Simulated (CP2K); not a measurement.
The O K edge of vinylketene was computed by TDDFT (CP2K XAS_TDP, aug-cc-pVDZ, TDA) at these levels: BHandHLYP, PBEh(45%) and PBEh(45%) + GW2X. The first three lines of O5 (bonded to C) with a strength over 0.0015, energy in eV and strength:

| run | first | second | third |
| --- | --- | --- | --- |
| 1 | 528.23 (0.042) | 531.53 (0.025) | 533.04 (0.002) |
| 2 | 532.91 (0.042) | 536.21 (0.024) | 537.72 (0.002) |
| 3 | 530.51 (0.042) | 534.25 (0.025) | 535.52 (0.002) |

Question: Which run is which?

Run 1: PBEh(45%) (45 % exact exchange). Run 2: PBEh(45%) + GW2X (45 % exact exchange). Run 3: BHandHLYP (50 % exact exchange). Self-interaction lifts the core level, so the uncorrected lines rise with the share of exact exchange. The GW2X run keeps the spacings of its parent: 3.30 eV between the first two lines in run 2, 3.30 eV in run 1. Its shift is +4.68 eV, since the Kohn–Sham level at this share of exchange lies that far above the quasiparticle level.

[Hosts, paths, dates, database ids (printed as entryN), source tags and the programs' standing remarks are cut or masked in the printed files.]
